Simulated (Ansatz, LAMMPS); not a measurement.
**amorphous Si (60 atoms): close-ups with forces and charges**

Density of this cell: 2.24 g/cm³. The cell holds 60 atoms: 60 Si. Cell: a = 10.763 Å, b = 10.763 Å, c = 10.763 Å, α = 90.0°, β = 90.0°, γ = 90.0°. The starting structure: 60 atoms (60 Si) placed at random at 2.24 g/cm³, melted at 2500 K for 10 ps at fixed volume with the EDIP (Justo, Bazant, Kaxiras, Bulatov and Yip, Phys. Rev. B 58, 2539 (1998)). Quenched from 2500 K to 300 K at 5 K/ps and fixed volume, held 5 ps.

Computed with Ansatz 0.2.0: Kohn-Sham DFT, PBE, PAW (set soft_2), plane waves; cutoff 420 eV, Γ point, gaussian smearing of 0.05 eV. Geometry: the last frame of 876 fs of DFT dynamics near 611 K.

The whole cell was solved; only parts of it are printed.

The surroundings of Si26, which has 3 bonded neighbours where the commonest count for Si is 4, nearest first, numbered as they follow in the input and with coordinates relative to it.

| atom | x | y | z | distance (Å) | bonds | Löwdin charge (e) | Fx | Fy | Fz (eV/Å) |
| --- | --- | --- | --- | --- | --- | --- | --- | --- | --- |
| Si26 | 0.00 | 0.00 | 0.00 | 0.00 | 3 | -0.08 | 0.34 | -0.41 | -0.26 |
| Si25 | -1.27 | 1.02 | 1.71 | 2.36 | 4 | 0.07 | -1.19 | -0.49 | -0.56 |
| Si39 | -0.73 | 1.17 | -1.94 | 2.38 | 4 | 0.04 | -0.49 | 0.35 | -0.28 |
| Si51 | -0.42 | -2.01 | -1.27 | 2.42 | 4 | 0.10 | -0.57 | 1.43 | -0.73 |
| Si12 | -2.37 | -2.13 | -0.23 | 3.19 | 3 | 0.09 | -1.79 | 0.47 | 0.87 |
| Si52 | -3.04 | 0.73 | -1.42 | 3.43 | 4 | 0.09 | -0.30 | -0.57 | -1.19 |
| Si57 | 0.01 | 2.85 | 2.08 | 3.52 | 4 | 0.06 | 1.09 | 0.07 | -0.16 |
| Si2 | -0.86 | -0.64 | -3.47 | 3.63 | 4 | 0.08 | 1.65 | -0.79 | 0.70 |
| Si21 | 2.27 | 2.39 | 1.60 | 3.66 | 4 | 0.02 | -0.29 | -0.73 | 0.31 |
| Si5 | -3.20 | 1.75 | 0.55 | 3.69 | 4 | 0.03 | 0.34 | 0.77 | 1.09 |
| Si32 | 1.12 | -3.59 | -0.98 | 3.88 | 4 | 0.03 | -0.62 | -0.70 | -0.47 |
| Si11 | 0.88 | -0.72 | 3.73 | 3.90 | 4 | 0.05 | 0.07 | 0.13 | 0.31 |
| Si59 | 3.80 | 0.98 | 0.35 | 3.94 | 4 | 0.08 | -0.11 | 1.76 | -0.16 |
| Si44 | -1.17 | 0.39 | 3.94 | 4.12 | 4 | 0.06 | 0.19 | -0.57 | 0.43 |
| Si49 | 3.06 | -2.56 | -1.61 | 4.30 | 4 | 0.03 | 0.53 | 0.76 | -0.37 |
| Si19 | 0.56 | -3.03 | 3.00 | 4.30 | 4 | 0.06 | -0.49 | 0.09 | 0.59 |
| Si56 | 2.73 | 0.79 | 3.37 | 4.41 | 4 | 0.04 | -0.50 | 0.59 | 0.15 |
| Si48 | -1.37 | 3.52 | -2.31 | 4.43 | 4 | 0.05 | 0.26 | -0.10 | -0.17 |
| Si53 | 2.92 | -0.70 | -3.40 | 4.53 | 4 | 0.03 | -0.56 | -0.28 | 0.79 |
| Si24 | 2.62 | 1.72 | -3.35 | 4.59 | 4 | 0.07 | 0.45 | -0.39 | 0.16 |
| Si20 | -3.33 | -2.56 | 1.93 | 4.62 | 4 | 0.05 | 0.83 | 0.53 | -0.54 |
| Si15 | -2.51 | 3.94 | -0.28 | 4.68 | 4 | 0.06 | -0.22 | -0.48 | -0.20 |
| Si7 | 4.57 | -1.16 | 0.09 | 4.71 | 4 | 0.08 | -0.93 | -1.38 | -0.39 |
| Si33 | 1.10 | -4.45 | 1.11 | 4.72 | 4 | 0.07 | -0.78 | -1.24 | 0.72 |
| Si3 | -4.46 | -1.26 | -1.36 | 4.83 | 4 | -0.01 | 2.11 | -0.54 | -1.11 |

The column of bonds counts only the pairs Si-Si within 2.83 Å; other neighbours, such as metal atoms beside each other in a compound, aren't counted, and periodic images can show an atom twice.

A closer look about Si17, which bears the longest force: 39 atoms, nearest first, numbered in the order of the input, with positions taken from that point.

| atom | x | y | z | distance (Å) | bonds | Löwdin charge (e) | Fx | Fy | Fz (eV/Å) |
| --- | --- | --- | --- | --- | --- | --- | --- | --- | --- |
| Si17 | 0.00 | 0.00 | 0.00 | 0.00 | 4 | 0.05 | -0.53 | -0.73 | 2.68 |
| Si54 | 0.03 | -0.79 | -2.04 | 2.19 | 4 | 0.02 | -0.57 | -0.17 | -2.43 |
| Si20 | 1.06 | 1.99 | 0.33 | 2.28 | 4 | 0.05 | 0.83 | 0.53 | -0.54 |
| Si6 | 1.83 | -0.92 | 1.33 | 2.44 | 4 | 0.02 | 0.46 | -0.60 | -0.75 |
| Si40 | -1.94 | -0.74 | 1.39 | 2.50 | 4 | 0.06 | -0.13 | 0.09 | -1.11 |
| Si47 | 2.58 | 1.18 | 1.90 | 3.42 | 4 | 0.05 | 0.50 | 0.11 | 0.14 |
| Si15 | 1.87 | -2.28 | -1.88 | 3.50 | 4 | 0.06 | -0.22 | -0.48 | -0.20 |
| Si55 | -0.69 | 3.48 | 0.51 | 3.58 | 4 | 0.05 | 0.16 | 0.03 | 0.21 |
| Si12 | 2.01 | 2.42 | -1.84 | 3.65 | 3 | 0.09 | -1.79 | 0.47 | 0.87 |
| Si50 | -2.27 | -1.77 | -2.44 | 3.77 | 4 | 0.04 | 0.43 | 1.43 | 0.04 |
| Si13 | 3.48 | -1.46 | -0.37 | 3.80 | 4 | 0.02 | -0.16 | 0.99 | 0.40 |
| Si8 | -3.47 | -1.58 | -0.37 | 3.83 | 4 | 0.05 | 0.76 | 0.34 | 0.58 |
| Si14 | 0.39 | 0.94 | -3.85 | 3.99 | 4 | 0.03 | -0.49 | -0.12 | 1.51 |
| Si9 | -1.17 | -2.41 | 2.95 | 3.99 | 4 | 0.05 | -0.75 | -0.78 | 0.80 |
| Si18 | -2.92 | 1.10 | 2.51 | 4.00 | 4 | 0.05 | 1.85 | -0.22 | -0.63 |
| Si7 | -1.81 | 3.39 | -1.51 | 4.14 | 4 | 0.08 | -0.93 | -1.38 | -0.39 |
| Si37 | -0.93 | 1.50 | 3.83 | 4.22 | 4 | 0.01 | 0.26 | -0.54 | 0.22 |
| Si3 | -0.08 | 3.29 | -2.97 | 4.43 | 4 | -0.01 | 2.11 | -0.54 | -1.11 |
| Si41 | 2.04 | -2.90 | 2.78 | 4.51 | 4 | 0.08 | 0.46 | 0.81 | -0.53 |
| Si35 | 1.55 | 1.79 | 3.92 | 4.58 | 4 | 0.08 | -0.21 | -1.53 | -0.44 |
| Si29 | -2.46 | 3.33 | 2.02 | 4.61 | 4 | 0.07 | 0.44 | -0.05 | -0.22 |
| Si5 | 1.19 | -4.46 | -1.05 | 4.73 | 4 | 0.03 | 0.34 | 0.77 | 1.09 |
| Si43 | 0.14 | -4.25 | 2.41 | 4.89 | 4 | 0.06 | -0.06 | 0.21 | 0.50 |
| Si30 | -0.69 | -4.94 | 0.32 | 4.99 | 4 | 0.01 | 0.23 | -0.21 | -0.65 |
| Si49 | -3.32 | 1.99 | -3.22 | 5.04 | 4 | 0.03 | 0.53 | 0.76 | -0.37 |
| Si4 | -3.08 | -0.26 | -4.17 | 5.19 | 4 | 0.05 | 0.71 | 0.21 | 0.34 |
| Si33 | -5.28 | 0.10 | -0.49 | 5.31 | 4 | 0.07 | -0.78 | -1.24 | 0.72 |
| Si19 | 4.95 | 1.52 | 1.40 | 5.36 | 4 | 0.06 | -0.49 | 0.09 | 0.59 |
| Si46 | -1.10 | -0.15 | -5.29 | 5.41 | 4 | 0.06 | -0.16 | 0.94 | 0.42 |
| Si34 | -2.15 | -3.91 | -3.21 | 5.49 | 4 | 0.07 | -0.97 | -0.94 | 0.00 |
| Si33 | 5.48 | 0.10 | -0.49 | 5.50 | 4 | 0.07 | -0.78 | -1.24 | 0.72 |
| Si51 | 3.96 | 2.54 | -2.87 | 5.51 | 4 | 0.10 | -0.57 | 1.43 | -0.73 |
| Si28 | 1.93 | -1.81 | 4.85 | 5.53 | 4 | 0.05 | 1.02 | 0.03 | 0.48 |
| Si22 | 2.30 | 0.43 | -5.03 | 5.55 | 4 | 0.03 | 0.41 | -0.07 | -0.56 |
| Si57 | 4.39 | -3.37 | 0.47 | 5.55 | 4 | 0.06 | 1.09 | 0.07 | -0.16 |
| Si46 | -1.10 | -0.15 | 5.47 | 5.58 | 4 | 0.06 | -0.16 | 0.94 | 0.42 |
| Si21 | -4.11 | -3.82 | 0.00 | 5.61 | 4 | 0.02 | -0.29 | -0.73 | 0.31 |
| Si48 | 3.02 | -2.69 | -3.91 | 5.63 | 4 | 0.05 | 0.26 | -0.10 | -0.17 |
| Si16 | -0.22 | -2.21 | 5.21 | 5.66 | 4 | 0.03 | -1.06 | -0.20 | -0.60 |

The column of bonds counts only the pairs Si-Si within 2.83 Å; other neighbours, such as metal atoms beside each other in a compound, aren't counted, and periodic images can show an atom twice.

The surroundings of Si33, picked at random, nearest first, numbered as they follow in the input and with coordinates relative to it.

| atom | x | y | z | distance (Å) | bonds | Löwdin charge (e) | Fx | Fy | Fz (eV/Å) |
| --- | --- | --- | --- | --- | --- | --- | --- | --- | --- |
| Si33 | 0.00 | 0.00 | 0.00 | 0.00 | 4 | 0.07 | -0.78 | -1.24 | 0.72 |
| Si32 | 0.02 | 0.86 | -2.10 | 2.27 | 4 | 0.03 | -0.62 | -0.70 | -0.47 |
| Si19 | -0.53 | 1.42 | 1.89 | 2.42 | 4 | 0.06 | -0.49 | 0.09 | 0.59 |
| Si8 | 1.82 | -1.68 | 0.12 | 2.48 | 4 | 0.05 | 0.76 | 0.34 | 0.58 |
| Si13 | -2.00 | -1.56 | 0.12 | 2.54 | 4 | 0.02 | -0.16 | 0.99 | 0.40 |
| Si51 | -1.52 | 2.44 | -2.38 | 3.73 | 4 | 0.10 | -0.57 | 1.43 | -0.73 |
| Si57 | -1.09 | -3.47 | 0.96 | 3.76 | 4 | 0.06 | 1.09 | 0.07 | -0.16 |
| Si49 | 1.96 | 1.89 | -2.73 | 3.85 | 4 | 0.03 | 0.53 | 0.76 | -0.37 |
| Si23 | -1.22 | -0.70 | -3.60 | 3.86 | 4 | 0.06 | 0.47 | 0.33 | -0.15 |
| Si47 | -2.89 | 1.08 | 2.40 | 3.91 | 4 | 0.05 | 0.50 | 0.11 | 0.14 |
| Si40 | 3.34 | -0.84 | 1.88 | 3.92 | 4 | 0.06 | -0.13 | 0.09 | -1.11 |
| Si18 | 2.37 | 1.00 | 3.00 | 3.95 | 4 | 0.05 | 1.85 | -0.22 | -0.63 |
| Si50 | 3.01 | -1.87 | -1.94 | 4.05 | 4 | 0.04 | 0.43 | 1.43 | 0.04 |
| Si21 | 1.17 | -3.92 | 0.49 | 4.12 | 4 | 0.02 | -0.29 | -0.73 | 0.31 |
| Si31 | 0.42 | 0.83 | 4.06 | 4.17 | 4 | 0.04 | -0.96 | 0.37 | 0.14 |
| Si6 | -3.65 | -1.02 | 1.82 | 4.21 | 4 | 0.02 | 0.46 | -0.60 | -0.75 |
| Si4 | 2.20 | -0.36 | -3.68 | 4.30 | 4 | 0.05 | 0.71 | 0.21 | 0.34 |
| Si12 | -3.47 | 2.32 | -1.35 | 4.38 | 3 | 0.09 | -1.79 | 0.47 | 0.87 |
| Si15 | -3.61 | -2.38 | -1.39 | 4.54 | 4 | 0.06 | -0.22 | -0.48 | -0.20 |
| Si11 | -0.22 | 3.73 | 2.62 | 4.56 | 4 | 0.05 | 0.07 | 0.13 | 0.31 |
| Si26 | -1.10 | 4.45 | -1.11 | 4.72 | 3 | -0.08 | 0.34 | -0.41 | -0.26 |
| Si20 | -4.42 | 1.89 | 0.82 | 4.88 | 4 | 0.05 | 0.83 | 0.53 | -0.54 |
| Si7 | 3.47 | 3.29 | -1.02 | 4.89 | 4 | 0.08 | -0.93 | -1.38 | -0.39 |
| Si29 | 2.82 | 3.23 | 2.52 | 4.97 | 4 | 0.07 | 0.44 | -0.05 | -0.22 |
| Si48 | -2.46 | -2.79 | -3.42 | 5.05 | 4 | 0.05 | 0.26 | -0.10 | -0.17 |
| Si42 | -1.26 | -3.86 | 3.23 | 5.19 | 4 | 0.05 | -0.31 | 0.26 | 0.29 |
| Si17 | 5.28 | -0.10 | 0.49 | 5.31 | 4 | 0.05 | -0.53 | -0.73 | 2.68 |
| Si60 | 0.53 | -0.93 | -5.22 | 5.33 | 4 | 0.04 | -0.90 | -0.92 | 0.61 |
| Si17 | -5.48 | -0.10 | 0.49 | 5.50 | 4 | 0.05 | -0.53 | -0.73 | 2.68 |
| Si22 | -3.18 | 0.33 | -4.54 | 5.55 | 4 | 0.03 | 0.41 | -0.07 | -0.56 |
| Si54 | 5.31 | -0.89 | -1.54 | 5.60 | 4 | 0.02 | -0.57 | -0.17 | -2.43 |
| Si41 | -3.44 | -3.00 | 3.27 | 5.62 | 4 | 0.08 | 0.46 | 0.81 | -0.53 |
| Si60 | 0.53 | -0.93 | 5.54 | 5.64 | 4 | 0.04 | -0.90 | -0.92 | 0.61 |
| Si54 | -5.45 | -0.89 | -1.54 | 5.74 | 4 | 0.02 | -0.57 | -0.17 | -2.43 |
| Si1 | 0.09 | 3.02 | 4.88 | 5.74 | 4 | 0.04 | -1.08 | 0.15 | 0.40 |
| Si34 | 3.13 | -4.01 | -2.71 | 5.77 | 4 | 0.07 | -0.97 | -0.94 | 0.00 |
| Si55 | 4.59 | 3.38 | 1.00 | 5.79 | 4 | 0.05 | 0.16 | 0.03 | 0.21 |
| Si10 | 0.34 | -3.19 | 4.82 | 5.79 | 4 | 0.01 | 0.45 | -0.12 | 0.12 |
| Si25 | -2.37 | -5.30 | 0.59 | 5.83 | 4 | 0.07 | -1.19 | -0.49 | -0.56 |
| Si9 | 4.11 | -2.51 | 3.44 | 5.92 | 4 | 0.05 | -0.75 | -0.78 | 0.80 |
| Si56 | 1.63 | 5.24 | 2.26 | 5.93 | 4 | 0.04 | -0.50 | 0.59 | 0.15 |
| Si25 | -2.37 | 5.47 | 0.59 | 5.99 | 4 | 0.07 | -1.19 | -0.49 | -0.56 |
| Si59 | 2.70 | -5.34 | -0.76 | 6.03 | 4 | 0.08 | -0.11 | 1.76 | -0.16 |
| Si44 | -2.27 | 4.84 | 2.82 | 6.05 | 4 | 0.06 | 0.19 | -0.57 | 0.43 |
| Si59 | 2.70 | 5.43 | -0.76 | 6.11 | 4 | 0.08 | -0.11 | 1.76 | -0.16 |
| Si53 | 1.82 | 3.75 | -4.51 | 6.14 | 4 | 0.03 | -0.56 | -0.28 | 0.79 |

The column of bonds counts only the pairs Si-Si within 2.83 Å; other neighbours, such as metal atoms beside each other in a compound, aren't counted, and periodic images can show an atom twice.

Neighbours are counted within 2.83 Å (Si-Si), the cutoffs taken from the dynamics.

Length of the force by element and coordination:

| element | coordination | atoms | mean length of the force (eV/Å) | spread | least | most |
| --- | --- | --- | --- | --- | --- | --- |
| Si | all | 60 | 1.13 | 0.562 | 0.267 | 2.83 |
| Si | 3 | 2 | 1.32 | 0.726 | 0.592 | 2.04 |
| Si | 4 | 58 | 1.12 | 0.555 | 0.267 | 2.83 |

The mean of these charges, 0.046 e, is only the charge that the projection spills.

Löwdin charges by element and coordination (they lack the spilled electrons, 0.046 e an atom on average):

| element | coordination | atoms | mean charge (e) | spread | least | most |
| --- | --- | --- | --- | --- | --- | --- |
| Si | all | 60 | 0.0464 | 0.0277 | -0.0783 | 0.0998 |
| Si | 3 | 2 | 0.0036 | 0.0819 | -0.0783 | 0.0855 |
| Si | 4 | 58 | 0.0479 | 0.0222 | -0.0067 | 0.0998 |

The quench rate of 5 K/ps is many orders above laboratory rates, so the cell is likely richer in defects and strain than a real sample. The network of bonds at the start is that of the classical potential that made the cell, and needn't be the one that DFT or experiment would give. Only the Γ point is sampled, in a cell whose shortest periodic width is 11 Å. The Löwdin charges lack the electrons that the projection spills, 0.046 e an atom on average.

[Hosts, paths, dates, database ids (printed as entryN), source tags and the programs' standing remarks are cut or masked in the printed files.]
